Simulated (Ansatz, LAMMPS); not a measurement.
## Squeezing and shearing glassy 72SiO2-20Al2O3-4ZnO-4BaO (mol %) (83 atoms)

How stiff is glassy 72SiO2-20Al2O3-4ZnO-4BaO (mol %) (83 atoms), and how do its levels respond to strain?

Program: Ansatz 0.2.0. Level of theory: Kohn-Sham DFT, PBE, PAW (set soft_2), plane waves. Results are calculated unless marked as measured.

**1. Set-up**

The cell holds 83 atoms: 18 Si, 10 Al, 1 Zn, 1 Ba and 53 O. Its edges and angles: a = 10.211 Å, b = 10.211 Å, c = 10.211 Å, α = 90.0°, β = 90.0°, γ = 90.0°. 83 atoms (18 Si, 10 Al, 1 Zn, 1 Ba, 53 O) placed at random at 2.62 g/cm³, melted at 4000 K for 10 ps at fixed volume with the Morse and Coulomb pair potential with partial charges (Pedone, Malavasi, Menziani, Cormack and Segre, J. Phys. Chem. B 110, 11780 (2006)). Quenched from 4000 K to 300 K at 20 K/ps and fixed volume, held 10 ps at zero pressure, then minimised at fixed cell.

Limits known from the start: The quench rate of 20 K/ps is many orders above laboratory rates, so the cell is likely richer in defects and strain than a real sample. The network of bonds at the start is that of the classical potential that made the cell, and needn't be the one that DFT or experiment would give. The Brillouin zone is sampled at Γ only. No spin–orbit coupling is included, so levels derived from the heavy atoms are approximate.

**2. Single point at the start**

The forces at the start show how far the geometry lies from a minimum of this functional.

Input file input.yaml:

```yaml
crystal:
  lattice:
    - [10.21058, 0.0, 0.0]
    - [0.0, 10.21058, 0.0]
    - [0.0, 0.0, 10.21058]
  atoms:
    - { symbol: Si, position: [0.42642, 0.00389, 0.96716] }
    - { symbol: Si, position: [0.85535, 0.608, 0.57026] }
    - { symbol: Si, position: [0.52057, 0.18083, 0.16917] }
    - { symbol: Si, position: [0.1573, 0.6426, 0.54108] }
    - { symbol: Si, position: [0.12632, 0.42251, 0.98832] }
    - { symbol: Si, position: [0.37415, 0.54806, 0.08894] }
    - { symbol: Si, position: [0.58487, 0.17731, 0.62475] }
    - { symbol: Si, position: [0.0047, 0.14122, 0.65849] }
    - { symbol: Si, position: [0.98193, 0.81741, 0.245] }
    - { symbol: Si, position: [0.70272, 0.08939, 0.36848] }
    - { symbol: Si, position: [0.65676, 0.82525, 0.88576] }
    - { symbol: Si, position: [0.60015, 0.63257, 0.40809] }
    - { symbol: Si, position: [0.2649, 0.18854, 0.35489] }
    - { symbol: Si, position: [0.94225, 0.50994, 0.22663] }
    - { symbol: Si, position: [0.86822, 0.90381, 0.51683] }
    - { symbol: Si, position: [0.35111, 0.4678, 0.38264] }
    - { symbol: Si, position: [0.28554, 0.83544, 0.1742] }
    - { symbol: Si, position: [0.97445, 0.24859, 0.37494] }
    - { symbol: Al, position: [0.66194, 0.60562, 0.10327] }
    - { symbol: Al, position: [0.91506, 0.88376, 0.95864] }
    - { symbol: Al, position: [0.11766, 0.66921, 0.82706] }
    - { symbol: Al, position: [0.97788, 0.17147, 0.95356] }
    - { symbol: Al, position: [0.74975, 0.34305, 0.07251] }
    - { symbol: Al, position: [0.3228, 0.07864, 0.66499] }
    - { symbol: Al, position: [0.55666, 0.86896, 0.61804] }
    - { symbol: Al, position: [0.80771, 0.35334, 0.76367] }
    - { symbol: Al, position: [0.2974, 0.89867, 0.46793] }
    - { symbol: Al, position: [0.17784, 0.97175, 0.8534] }
    - { symbol: Zn, position: [0.85585, 0.5841, 0.88385] }
    - { symbol: Ba, position: [0.47658, 0.50386, 0.7482] }
    - { symbol: O, position: [0.93108, 0.22263, 0.77722] }
    - { symbol: O, position: [0.83031, 0.51591, 0.69478] }
    - { symbol: O, position: [0.11268, 0.27225, 0.96774] }
    - { symbol: O, position: [0.94431, 0.39551, 0.33166] }
    - { symbol: O, position: [0.24609, 0.57122, 0.43514] }
    - { symbol: O, position: [0.76126, 0.40855, 0.91525] }
    - { symbol: O, position: [0.14657, 0.08646, 0.70336] }
    - { symbol: O, position: [0.84383, 0.16194, 0.35348] }
    - { symbol: O, position: [0.43302, 0.20549, 0.65407] }
    - { symbol: O, position: [0.86377, 0.22288, 0.05871] }
    - { symbol: O, position: [0.67775, 0.28265, 0.68874] }
    - { symbol: O, position: [0.32022, 0.95003, 0.07264] }
    - { symbol: O, position: [0.20293, 0.81044, 0.8545] }
    - { symbol: O, position: [0.60803, 0.02928, 0.66943] }
    - { symbol: O, position: [0.55358, 0.75274, 0.49322] }
    - { symbol: O, position: [0.0039, 0.23673, 0.53337] }
    - { symbol: O, position: [0.89802, 0.86684, 0.12561] }
    - { symbol: O, position: [0.60561, 0.76805, 0.74974] }
    - { symbol: O, position: [0.61427, 0.17729, 0.4685] }
    - { symbol: O, position: [0.11158, 0.1999, 0.3085] }
    - { symbol: O, position: [0.5171, 0.54612, 0.03228] }
    - { symbol: O, position: [0.71535, 0.70097, 0.972] }
    - { symbol: O, position: [0.9272, 0.01434, 0.60959] }
    - { symbol: O, position: [0.33793, 0.03704, 0.84314] }
    - { symbol: O, position: [0.1305, 0.83584, 0.19998] }
    - { symbol: O, position: [0.32593, 0.69517, 0.11513] }
    - { symbol: O, position: [0.77268, 0.92702, 0.88462] }
    - { symbol: O, position: [0.8027, 0.49914, 0.14542] }
    - { symbol: O, position: [0.74137, 0.58364, 0.46533] }
    - { symbol: O, position: [0.49219, 0.13262, 0.02345] }
    - { symbol: O, position: [0.17563, 0.79529, 0.51997] }
    - { symbol: O, position: [0.05735, 0.46948, 0.12451] }
    - { symbol: O, position: [0.9583, 0.65942, 0.26123] }
    - { symbol: O, position: [0.35932, 0.47446, 0.22648] }
    - { symbol: O, position: [0.61591, 0.07639, 0.24247] }
    - { symbol: O, position: [0.00744, 0.59482, 0.53386] }
    - { symbol: O, position: [0.39088, 0.92505, 0.60826] }
    - { symbol: O, position: [0.20186, 0.60848, 0.68829] }
    - { symbol: O, position: [0.61028, 0.30751, 0.15867] }
    - { symbol: O, position: [0.96658, 0.74348, 0.87495] }
    - { symbol: O, position: [0.34734, 0.86043, 0.3141] }
    - { symbol: O, position: [0.53064, 0.89088, 0.95023] }
    - { symbol: O, position: [0.61322, 0.6555, 0.25546] }
    - { symbol: O, position: [0.38176, 0.18032, 0.24767] }
    - { symbol: O, position: [0.2741, 0.47947, 0.98602] }
    - { symbol: O, position: [0.26824, 0.07264, 0.4594] }
    - { symbol: O, position: [0.73366, 0.95827, 0.45056] }
    - { symbol: O, position: [0.04868, 0.51026, 0.88363] }
    - { symbol: O, position: [0.29796, 0.32796, 0.42304] }
    - { symbol: O, position: [0.8475, 0.76764, 0.58944] }
    - { symbol: O, position: [0.49107, 0.51476, 0.43793] }
    - { symbol: O, position: [0.95188, 0.88213, 0.3835] }
    - { symbol: O, position: [0.03198, 0.01174, 0.92969] }
kpoints:
  mp_grid: { grid: [1, 1, 1] }
hamiltonian:
  xc: pbe
scf:
  occupations: { method: fixed }
output:
  forces: true
```

On the command line:

```console
ansatz run input.yaml --threads 4 --pin off --max-ram 8192MiB --backend cpu --events-out ev --progress --plain --runs-dir out
```

Numbers of over 12 decimals in the logs are rounded to 6 here.

Log:

```text
[...]
Pseudopotentials: kind: paw
Pseudopotential: Si, paw, valence charge 4, recommended cutoff 420 eV (normal), Si.paw.azcp
Pseudopotential: Al, paw, valence charge 3, recommended cutoff 420 eV (normal), Al.paw.azcp
Pseudopotential: Zn, paw, valence charge 12, recommended cutoff 420 eV (normal), Zn.paw.azcp
Pseudopotential: Ba, paw, valence charge 10, recommended cutoff 420 eV (normal), Ba.paw.azcp
Pseudopotential: O, paw, valence charge 6, recommended cutoff 420 eV (normal), O.paw.azcp
[...]
Crystal: 83 atoms, lattice volume = 1064.514 Å³
Basis set: ecut = 420 eV, 20815 PW (Γ), exchange–correlation on 144×144×144 points (8 copies of the dense FFT grid, shifted against one another)
Bands: 304, of which v1, the nominal top of the filled ones, is band 221 counted from 1 (220 counted from 0)
Symmetry: 1 space group operations
Space group: P1 (ITA 1), of the structure as read, at distance tolerance 1.0e-4 Å
k-points: 1
[...]
Initial density: superposition of atomic densities (neutral atoms: chi_scale 0, normalization atom), corrected by the library's trained network
Initial wavefunctions: pseudopotential atomic-orbital guess
[...]
SCF iter   1: F=—  HF=-56254.023688 eV  |F-HF|=—  |Δ(HF+E_count)|=         —  Δρ=2.09e-3  dr2=5.24e-2  ethr=1.77e-3  ⟨swp⟩=7.0  Hψ=1082  notcnv=0  defer=79
preconditioner: auto → Resta (q_TF=auto, 2.357 Å⁻¹)  ε∞=3.2  [insulator: Δε(μ)=3.949 eV  Ē_g=16.120 eV  n_scr=250 (ndim 8)  ℏωp=23.9 eV  f_vac=0.120  ε∞_Penn≈3.2]
SCF iter   2: F=—  HF=-56254.032305 eV  |F-HF|=—  |Δ(HF+E_count)|=   8.62e-3  Δρ=1.09e-3  dr2=1.19e-2  ethr=1.19e-5  ⟨swp⟩=4.0  Hψ=508  notcnv=0  defer=81
SCF iter   3: F=—  HF=-56254.035935 eV  |F-HF|=—  |Δ(HF+E_count)|=   3.63e-3  Δρ=4.51e-4  dr2=3.09e-3  ethr=2.69e-6  ⟨swp⟩=3.0  Hψ=574  notcnv=0  defer=64
automatic band count: iteration 3 solves 287 bands in place of 304: the levels show a gap, and the empty bands left out lie too high to hold charge; the band table lists the bands solved (type scf.n_extra_bands for more)
SCF iter   4: F=—  HF=-56254.036355 eV  |F-HF|=—  |Δ(HF+E_count)|=   4.20e-4  Δρ=1.44e-4  dr2=2.25e-4  ethr=6.99e-7  ⟨swp⟩=2.0  Hψ=398  notcnv=0  defer=64
SCF iter   5: F=—  HF=-56254.036433 eV  |F-HF|=—  |Δ(HF+E_count)|=   7.82e-5  Δρ=8.23e-5  dr2=5.97e-5  ethr=5.09e-8  ⟨swp⟩=2.0  Hψ=444  notcnv=0  defer=64
SCF iter   6: F=—  HF=-56254.037815 eV  |F-HF|=—  |Δ(HF+E_count)|=   1.38e-3  Δρ=2.85e-5  dr2=6.84e-6  ethr=1.35e-8  ⟨swp⟩=2.0  Hψ=445  notcnv=0  defer=62
SCF iter   7: F=—  HF=-56254.037817 eV  |F-HF|=—  |Δ(HF+E_count)|=   1.18e-6  Δρ=1.16e-5  dr2=1.30e-6  ethr=1.55e-9  ⟨swp⟩=2.0  Hψ=396  notcnv=0  defer=62
SCF iter   8: F=—  HF=-56254.037817 eV  |F-HF|=—  |Δ(HF+E_count)|=   7.33e-7  Δρ=5.11e-6  dr2=2.86e-7  ethr=2.95e-10  ⟨swp⟩=2.0  Hψ=444  notcnv=0  defer=62
SCF iter   9: F=-56254.037818 eV  HF=-56254.037818 eV  |F-HF|=1.16e-8  |Δ(HF+E_count)|=   1.89e-7  Δρ=1.60e-6  dr2=2.60e-8  ethr=2.26e-11  ⟨swp⟩=4.0  Hψ=897  notcnv=0
SCF 1 converged in 9 iterations: F = -56254.037818 eV  dr2 = 2.60e-8
[...]
SCF converged after 9 iterations
Free energy (F): -56254.037818 eV
Harris-Foulkes:  -56254.037818 eV  (|F-HF|=1.16e-8)
Internal energy: -56254.037818 eV  (E = F + TS)
E sigma→0 (E₀):  -56254.037818 eV
Fermi energy:    3.997121 eV
--- Per-component energies (eV) ---
[...]
Σ components = -56254.037818   (vs F -56254.037818, Δ=0.00e0)
--- Forces (eV/Å), atoms counted from 1 ---
  atom   1  Si     0.32322921    -1.17200159     1.48778464
  atom   2  Si     0.44543888     1.67807277    -0.92848593
  atom   3  Si     0.03475916    -0.18659403     1.29589655
  atom   4  Si     0.15771958     0.72674743     0.58299613
[...]
atom  83  O     -0.38239136     0.29425327     0.34828318
  max |Σ_I F_I| component: 7.85e-5 eV/Å
```

The job ended after 4.8 s (4 threads of Intel Xeon 6975P-C (Granite Rapids), shared host; peak memory 1.3 GiB; 15 s of CPU time).

Reading the cycles: dr2 is the Hartree energy of the density residual (eV), the measure of convergence; HF is the Harris–Foulkes estimate of the energy, which meets the free energy F at convergence.

The r.m.s. force at the start is 0.78 eV/Å.

**3. Cell and atoms relaxed**

Cell and atoms are freed together, to release stress as well as forces.

Input file input.yaml:

```yaml
crystal:
  lattice:
    - [10.21058, 0.0, 0.0]
    - [0.0, 10.21058, 0.0]
    - [0.0, 0.0, 10.21058]
  atoms:
    [... the 83 atom lines of step 2 ...]
kpoints:
  mp_grid: { grid: [1, 1, 1] }
hamiltonian:
  xc: pbe
scf:
  occupations: { method: fixed }
output:
  forces: true
relax:
  f_tol: 0.05
  max_steps: 150
  cell: {}
```

Log:

```text
[...]
Crystal: 83 atoms, lattice volume = 1064.514 Å³
Basis set: ecut = 420 eV, 20815 PW (Γ), exchange–correlation on 144×144×144 points (8 copies of the dense FFT grid, shifted against one another)
Bands: 304, of which v1, the nominal top of the filled ones, is band 221 counted from 1 (220 counted from 0)
Symmetry: 1 space group operations
[...]
k-points: 1
[...]
SCF iter   1: F=—  HF=-56254.023693 eV  |F-HF|=—  |Δ(HF+E_count)|=         —  Δρ=2.09e-3  dr2=5.24e-2  ethr=1.77e-3  ⟨swp⟩=7.0  Hψ=1082  notcnv=0  defer=79
[...]
SCF iter   9: F=-56254.037818 eV  HF=-56254.037818 eV  |F-HF|=1.16e-8  |Δ(HF+E_count)|=   1.89e-7  Δρ=1.60e-6  dr2=2.60e-8  ethr=2.26e-11  ⟨swp⟩=4.0  Hψ=897  notcnv=0
SCF 1 converged in 9 iterations: F = -56254.037818 eV  dr2 = 2.60e-8
[...]
relax step   1: F+E_penalty+E_count = -56254.03781758 eV  Δ(F+E_penalty+E_count) = +0.000e0 eV  max|allowed force component| = 2.215e0 eV/Å  Δτ_max = 0.0000 Å  P = +8.229 GPa  Ω = 1064.514 Å³  (9 SCF iters, dr2 threshold 1.00e-7 eV, accepted)
[... from here on, the SCF cycles and remarks between the steps are left out ...]
relax step   2: F+E_penalty+E_count = -56255.97968588 eV  Δ(F+E_penalty+E_count) = -1.942e0 eV  max|allowed force component| = 1.438e0 eV/Å  Δτ_max = 0.1824 Å  P = +4.219 GPa  Ω = 1086.668 Å³  energy of the carried Pulay correction = -7.966e-2 eV  (8 SCF iters, dr2 threshold 8.30e-6 eV, accepted)
relax step   3: F+E_penalty+E_count = -56257.28383857 eV  Δ(F+E_penalty+E_count) = -1.304e0 eV  max|allowed force component| = 5.864e-1 eV/Å  Δτ_max = 0.1958 Å  P = -0.641 GPa  Ω = 1110.510 Å³  energy of the carried Pulay correction = -1.636e-1 eV  (8 SCF iters, dr2 threshold 8.30e-6 eV, accepted)
relax step   4: F+E_penalty+E_count = -56257.46978587 eV  Δ(F+E_penalty+E_count) = -1.859e-1 eV  max|allowed force component| = 3.440e-1 eV/Å  Δτ_max = 0.1799 Å  P = -0.512 GPa  Ω = 1104.938 Å³  energy of the carried Pulay correction = -1.441e-1 eV  (7 SCF iters, dr2 threshold 8.30e-6 eV, accepted)
relax step   5: F+E_penalty+E_count = -56257.59649918 eV  Δ(F+E_penalty+E_count) = -1.267e-1 eV  max|allowed force component| = 2.076e-1 eV/Å  Δτ_max = 0.0937 Å  P = -0.243 GPa  Ω = 1098.680 Å³  energy of the carried Pulay correction = -1.222e-1 eV  (6 SCF iters, dr2 threshold 7.39e-6 eV, accepted)
relax step   6: F+E_penalty+E_count = -56257.64394119 eV  Δ(F+E_penalty+E_count) = -4.744e-2 eV  max|allowed force component| = 1.488e-1 eV/Å  Δτ_max = 0.0687 Å  P = +0.032 GPa  Ω = 1095.529 Å³  energy of the carried Pulay correction = -1.111e-1 eV  (7 SCF iters, dr2 threshold 2.69e-6 eV, accepted)
relax step   7: F+E_penalty+E_count = -56257.66786472 eV  Δ(F+E_penalty+E_count) = -2.392e-2 eV  max|allowed force component| = 1.674e-1 eV/Å  Δτ_max = 0.0396 Å  P = +0.137 GPa  Ω = 1094.830 Å³  energy of the carried Pulay correction = -1.086e-1 eV  (7 SCF iters, dr2 threshold 1.38e-6 eV, accepted)
relax step   8: F+E_penalty+E_count = -56257.68012930 eV  Δ(F+E_penalty+E_count) = -1.226e-2 eV  max|allowed force component| = 1.118e-1 eV/Å  Δτ_max = 0.0316 Å  P = +0.062 GPa  Ω = 1095.715 Å³  energy of the carried Pulay correction = -1.117e-1 eV  (6 SCF iters, dr2 threshold 1.75e-6 eV, accepted)
relax step   9: F+E_penalty+E_count = -56257.68694504 eV  Δ(F+E_penalty+E_count) = -6.816e-3 eV  max|allowed force component| = 8.240e-2 eV/Å  Δτ_max = 0.0278 Å  P = +0.000 GPa  Ω = 1096.673 Å³  energy of the carried Pulay correction = -1.151e-1 eV  (7 SCF iters, dr2 threshold 7.81e-7 eV, accepted)
relax step  10: F+E_penalty+E_count = -56257.69416345 eV  Δ(F+E_penalty+E_count) = -7.218e-3 eV  max|allowed force component| = 7.382e-2 eV/Å  Δτ_max = 0.0203 Å  P = +0.037 GPa  Ω = 1096.336 Å³  energy of the carried Pulay correction = -1.139e-1 eV  (7 SCF iters, dr2 threshold 4.24e-7 eV, accepted)
relax step  11: F+E_penalty+E_count = -56257.69650389 eV  Δ(F+E_penalty+E_count) = -2.340e-3 eV  max|allowed force component| = 1.117e-1 eV/Å  Δτ_max = 0.0438 Å  P = -0.051 GPa  Ω = 1097.512 Å³  energy of the carried Pulay correction = -1.181e-1 eV  (7 SCF iters, dr2 threshold 3.41e-7 eV, accepted)
relax step  12: F+E_penalty+E_count = -56257.69940432 eV  Δ(F+E_penalty+E_count) = -2.900e-3 eV  max|allowed force component| = 5.981e-2 eV/Å  Δτ_max = 0.0759 Å  P = -0.026 GPa  Ω = 1097.793 Å³  energy of the carried Pulay correction = -1.190e-1 eV  (7 SCF iters, dr2 threshold 7.80e-7 eV, accepted)
relax step  13: F+E_penalty+E_count = -56257.70061485 eV  Δ(F+E_penalty+E_count) = -1.211e-3 eV  max|allowed force component| = 5.511e-2 eV/Å  Δτ_max = 0.0180 Å  P = +0.011 GPa  Ω = 1098.049 Å³  energy of the carried Pulay correction = -1.199e-1 eV  (7 SCF iters, dr2 threshold 2.24e-7 eV, accepted)
relax step  14: F+E_penalty+E_count = -56257.70160908 eV  Δ(F+E_penalty+E_count) = -9.942e-4 eV  max|allowed force component| = 3.984e-2 eV/Å  Δτ_max = 0.0305 Å  P = +0.020 GPa  Ω = 1098.067 Å³  energy of the carried Pulay correction = -1.200e-1 eV  (7 SCF iters, dr2 threshold 1.90e-7 eV, accepted)
relax step  15: F+E_penalty+E_count = -56257.87522262 eV  Δ(F+E_penalty+E_count) = -1.736e-1 eV  max|allowed force component| = 4.141e-2 eV/Å  Δτ_max = 0.0000 Å  P = +0.290 GPa  Ω = 1098.067 Å³  stress off target by 5.17e-1 GPa  SCF on the basis re-selected at this cell (its energy is not comparable with the rows above)  (7 SCF iters)
relax step  16: F+E_penalty+E_count = -56257.86763322 eV  Δ(F+E_penalty+E_count) = +7.589e-3 eV  max|allowed force component| = 4.181e-2 eV/Å  Δτ_max = 0.0272 Å  P = -0.057 GPa  Ω = 1102.160 Å³  energy of the carried Pulay correction = -1.418e-2 eV  (7 SCF iters, dr2 threshold 6.68e-7 eV, accepted)
relax step  17: F+E_penalty+E_count = -56257.86775060 eV  Δ(F+E_penalty+E_count) = -1.174e-4 eV  max|allowed force component| = 2.513e-2 eV/Å  Δτ_max = 0.0217 Å  P = -0.047 GPa  Ω = 1102.546 Å³  energy of the carried Pulay correction = -1.558e-2 eV  (8 SCF iters, dr2 threshold 2.16e-8 eV, accepted)
relax step  18: F+E_penalty+E_count = -56257.86730148 eV  Δ(F+E_penalty+E_count) = +4.491e-4 eV  max|allowed force component| = 1.685e-2 eV/Å  Δτ_max = 0.0227 Å  P = -0.011 GPa  Ω = 1102.916 Å³  energy of the carried Pulay correction = -1.689e-2 eV  (8 SCF iters, dr2 threshold 1.03e-8 eV, accepted)
relax step  19: F+E_penalty+E_count = -56257.88430273 eV  Δ(F+E_penalty+E_count) = -1.700e-2 eV  max|allowed force component| = 1.672e-2 eV/Å  Δτ_max = 0.0000 Å  P = -0.000 GPa  Ω = 1102.916 Å³  stress off target by 2.12e-2 GPa  SCF on the basis re-selected at this cell (its energy is not comparable with the rows above)  (5 SCF iters)
[...]
SCF converged after 5 iterations
Free energy (F): -56257.884303 eV
[...]
Internal energy: -56257.884303 eV  (E = F + TS)
E sigma→0 (E₀):  -56257.884303 eV
Fermi energy:    3.386142 eV
[...]
--- Forces (eV/Å), atoms counted from 1 ---
  atom   1  Si     0.00026603     0.01524052    -0.00454291
  atom   2  Si     0.00399550     0.00080345     0.00270754
  atom   3  Si    -0.00188127    -0.00055268    -0.00747750
  atom   4  Si     0.00440969    -0.00083355     0.01092451
  atom   5  Si     0.00903102    -0.00664048     0.00043088
  atom   6  Si    -0.00249216     0.00480464    -0.00315935
  atom   7  Si    -0.00353056     0.01065566     0.00334488
  atom   8  Si     0.00493231     0.00275822     0.00022576
  atom   9  Si    -0.00498663     0.00736376     0.00410183
  atom  10  Si     0.00082919    -0.00583986     0.00389550
  atom  11  Si     0.00471859     0.01001117     0.01298215
  atom  12  Si    -0.00687088     0.00579463     0.00222215
  atom  13  Si    -0.00644472     0.00853405    -0.00651941
  atom  14  Si    -0.00079587    -0.00528598    -0.00471895
[...]
atom  82  O      0.00800304    -0.00552473     0.00111734
  atom  83  O     -0.00734696     0.00251230     0.00040457
  max |Σ_I F_I| component: 7.55e-5 eV/Å
--- Stress (GPa, compression-positive) ---
       -0.008216       0.003356       0.009460
        0.003366      -0.009624       0.003427
        0.009464       0.003434       0.017438
  P = ⅓ Tr σ = -0.0001 GPa (-0.001 kbar)
--- Relaxed structure (17 steps of the walk, 17 accepted, 2 SCFs on fresh bases) ---
  F+E_penalty+E_count = -56257.88430273 eV   max|allowed force component| = 1.672e-2 eV/Å   (the final SCF, on the basis selected at the relaxed cell)
  cell:  # Å, volume = 1102.9156 Å³
    - [10.292516, 0.082269, 0.095331]
    - [0.082269, 10.211366, 0.086941]
    - [0.095331, 0.086941, 10.496185]
  atoms:
    - { symbol: Si, position: [0.412945, -0.000666598, 0.978444] }
    - { symbol: Si, position: [0.861030, 0.609554, 0.560259] }
    - { symbol: Si, position: [0.524569, 0.176265, 0.173954] }
    - { symbol: Si, position: [0.155595, 0.651761, 0.540747] }
[...]
- { symbol: O, position: [0.025707, 0.013328, 0.924384] }
```

Elapsed: 70 s, on 4 threads; peak memory 1.3 GiB.

The relaxation converged after 17 steps, with a largest force component of 0.017 eV/Å.

[end of part 1 of 3]

[Logs are printed without paths, hosts, clocks, repeated set-up lines and the standing remarks that a program may print on its own settings, such as how far it seeks lower states.]

[Hosts, paths, dates, database ids (printed as entryN), source tags and the programs' standing remarks are cut or masked in the printed files.]
